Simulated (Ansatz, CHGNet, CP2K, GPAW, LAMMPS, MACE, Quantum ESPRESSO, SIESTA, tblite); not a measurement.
# Zn40S29Se11 with crystalline order left by the classical run (80 atoms) in SIESTA, part 2 of 2

Aim: run Zn40S29Se11 with crystalline order left by the classical run (80 atoms) in SIESTA and see how near its forces come to a plane-wave reference, and at what cost.

Program: SIESTA 5.4.2; the method stands at each step. Banners, paths, timers and routine set-up lines are dropped from the logs unmarked, and long logs keep their key lines alone; longer cuts are marked. The potentials were converted by us to PSML.

So far. Step 3 (PBE, SZ, shift 0.02 Ry, mesh 500 Ry): Against the first run (32 %), the force difference from the reference is 192 %, at 0.67 times the CPU time (on 1 against 2 cores) (35 SCF steps against 17). Step 4 (PBE, SZP, shift 0.01 Ry, mesh 500 Ry): Against the first run (32 %), the force difference from the reference is 105 %, at 0.86 times the CPU time, with 935 basis functions against 1335: the smaller basis costs accuracy.

### Step 5. PBE, DZP, shift 0.04 Ry, mesh 500 Ry

Method: Kohn-Sham DFT, PBE, PseudoDojo 0.4.1 norm-conserving pseudopotentials (converted to PSML), numerical atomic orbitals (DZP), diagonalisation.

Contents of input.fdf:

```
SystemLabel cell
NumberOfAtoms 80
NumberOfSpecies 3
%block ChemicalSpeciesLabel
  1 30 Zn
  2 16 S
  3 34 Se
%endblock ChemicalSpeciesLabel
LatticeConstant 1.0 Ang
%block LatticeVectors
  11.84320 0.00000 0.00000
  0.00000 11.84320 0.00000
  0.00000 0.00000 11.84320
%endblock LatticeVectors
PAO.BasisSize DZP
PAO.EnergyShift 0.04 Ry
XC.Functional GGA
XC.Authors PBE
MeshCutoff 500 Ry
%block kgrid_Monkhorst_Pack
  1 0 0 0.0
  0 1 0 0.0
  0 0 1 0.0
%endblock kgrid_Monkhorst_Pack
SolutionMethod diagon
OccupationFunction FD
ElectronicTemperature 580 K
SCF.Mixer.Method Pulay
SCF.Mixer.Weight 0.15
SCF.Mixer.History 8
SCF.Mix Hamiltonian
MaxSCFIterations 300
SCF.DM.Tolerance 1e-04
SCF.H.Tolerance 1.0e-3 eV
WriteForces T
Write.HirshfeldPop T
Write.VoronoiPop T
Write.DM F
Write.H F
XML.Write F
AtomicCoordinatesFormat Fractional
%block AtomicCoordinatesAndAtomicSpecies
[... 80 atom lines left out: the same atoms as in the first run ...]
%endblock AtomicCoordinatesAndAtomicSpecies
```

Launch:

```sh
$ OMP_NUM_THREADS=1 mpirun -np 2 siesta < input.fdf > output.txt
```

The log of the run:

```text
Version         : 5.4.2
reinit: System Name:
reinit: System Label: cell
initatom: Reading input for the pseudopotentials and atomic orbitals ----------
Species number:   1 Atomic number:   30 Label: Zn
Species number:   2 Atomic number:   16 Label: S
Species number:   3 Atomic number:   34 Label: Se
Ground state valence configuration (from tables):   4s02  4p00  3d10  4f00
Ground state valence configuration (from tables):   3s02  3p04  3d00  4f00
Ground state valence configuration (from tables):   4s02  4p04  4d00  4f00
---- Processing specs for species: Zn
[... lines left out ...]
        iscf     Eharris(eV)        E_KS(eV)     FreeEng(eV)     dDmax    Ef(eV) dHmax(eV)
[... lines left out ...]
SCF Convergence by DM+H criterion
[... lines left out ...]
SCF cycle converged after 15 iterations
[... lines left out ...]
   Max    2.979225
[... lines left out ...]
   Max    2.979225    constrained
Stress tensor Voigt[x,y,z,yz,xz,xy] (kbar):      241.85      237.96      240.82       -4.83        8.75       -7.21
[... lines left out ...]
siesta: FreeEng =   -272119.908318
[... lines left out ...]
siesta:         Fermi =       0.716570
[... lines left out ...]
siesta:    -0.004502    0.148522   -0.003013
siesta:     0.005461   -0.003013    0.150306
siesta: Cell volume =       1661.143650 Ang**3
siesta: Pressure (static):
siesta:                Solid            Molecule  Units
siesta:          -0.00163290         -0.00166736  Ry/Bohr**3
siesta:          -0.14992620         -0.15309025  eV/Ang**3
siesta:        -240.20825971       -245.27761824  kBar
    Orbital volume contribution        =          18.386368 eV
    (Free)E + p_basis*V_orbitals       =     -272101.521950 eV
    (Free)Eharris+ p_basis*V_orbitals  =     -272101.521962 eV
Hirshfeld Atomic Populations:
Atom #   charge [q] valence [e]  Species
     1     0.596412   19.403588  Zn
     2     0.612346   19.387654  Zn
     3     0.515205   19.484795  Zn
[...]
41    -0.621841    6.621841  S
    42    -0.602534    6.602534  S
    43    -0.610591    6.610591  S
[...]
70    -0.598718   16.598718  Se
    71    -0.607629   16.607629  Se
    72    -0.407216   16.407216  Se
[...]
--------------------
 Total    -0.000077
Voronoi Atomic Populations:
Atom #   charge [q] valence [e]  Species
[...]
39     0.541955   19.458045  Zn
    40     0.566008   19.433992  Zn
[...]
68    -0.566370    6.566370  S
    69    -0.580696    6.580696  S
[...]
79    -0.470207   16.470207  Se
    80    -0.488653   16.488653  Se
--------------------
 Total    -0.000078
```

The job ended after 77 s (2 MPI ranks of Arm Neoverse V2, shared host; peak memory 1.4 GiB; 2.6 min of CPU time).

Against the reference:

| Property | Result |
| --- | --- |
| r.m.s. force component | 0.6224 eV/Å |
| r.m.s. difference of force components | 390.6 meV/Å |
| longest difference of force vectors | 3341 meV/Å |
| force difference over r.m.s. force | 92.82 % |
| slope of forces against the reference's | 1.163 |
| correlation of force components | 0.7864 |
| pressure | -24.02 GPa |
| pressure difference | -25.15 GPa |

This is a coarse setting, run to see what it loses.

Against the first run (32 %), the force difference from the reference is 93 %, at 0.61 times the CPU time.

### Step 6. All runs compared

Differences are against the plane-wave reference, forces as r.m.s. over components; share is that over the reference's r.m.s. force, slope the least-squares factor from reference forces to these. Total energies of different programs have different zeros and aren't compared.

| run | Δ force, r.m.s. (meV/Å) | share (%) | slope | Δ pressure (GPa) | cores | CPU time | memory (GiB) |
| --- | --- | --- | --- | --- | --- | --- | --- |
| reference | - | - | - | - | 8 | 2.2 min | 2.5 |
| SIESTA PBE, DZP, shift 0.01 Ry, mesh 500 Ry | 134 | 31.8 | 1.126 | -1.02 | 2 | 4.2 min | 1.8 |
| SIESTA PBE, SZ, shift 0.02 Ry, mesh 500 Ry (coarse) | 808 | 192 | 1.609 | -7.42 | 1 | 2.8 min | 0.83 |
| SIESTA PBE, SZP, shift 0.01 Ry, mesh 500 Ry (coarse) | 442 | 105 | 1.183 | -5.37 | 2 | 3.6 min | 1.6 |
| SIESTA PBE, DZP, shift 0.04 Ry, mesh 500 Ry (coarse) | 391 | 92.8 | 1.163 | -25.1 | 2 | 2.6 min | 1.4 |

Rows marked coarse were listed beforehand as settings not expected to be converged; some can still land near the reference.

CPU time is summed over cores on a shared host, where runs went side by side, so it is rough. Symmetry, cutoffs, thresholds, outputs and thread counts weren't matched or tuned between programs; memory under MPI is the largest rank's times the ranks.

### Step 7. Results

* nearest in forces: SIESTA PBE, DZP, shift 0.01 Ry, mesh 500 Ry, 32 %
* its CPU time: 4.2 min

The PBE run in local orbitals, coarse settings apart, differs by 32 % (SIESTA PBE, DZP, shift 0.01 Ry, mesh 500 Ry); basis, grid and potentials can all enter. Runs with settings chosen to be coarse differ by 93 % (SIESTA PBE, DZP, shift 0.04 Ry, mesh 500 Ry) to 192 % (SIESTA PBE, SZ, shift 0.02 Ry, mesh 500 Ry), their programs' other errors included. None of the electronic-structure runs in the table takes under half the reference's CPU time of 2.2 min; they take 1.2 to 1.9 times as much. SIESTA PBE, DZP, shift 0.01 Ry, mesh 500 Ry stiffens the forces by a factor of 1.13 while following their directions (correlation 0.968). In pressure, SIESTA PBE, DZP, shift 0.04 Ry, mesh 500 Ry misses by -25.1 GPa, at the same functional. The potentials hold different valence shells: 830 electrons in the reference, 1150 in SIESTA; this bears on time and differences. The quench rate of 4 K/ps is many orders above laboratory rates, so the cell is likely richer in defects and strain than a real sample. The network of bonds at the start is that of the classical potential that made the cell, and needn't be the one that DFT or experiment would give. The electronic-structure runs sample only Γ, in a cell whose shortest periodic width is 12 Å.

[Also dropped from logs without a mark: logging warnings of Python, and SIESTA's first energy breakdown and zero terms.]

[Logs are printed without paths, hosts, clocks, repeated set-up lines and the standing remarks that a program may print on its own settings, such as how far it seeks lower states.]

[Hosts, paths, dates, database ids (printed as entryN), source tags and the programs' standing remarks are cut or masked in the printed files.]
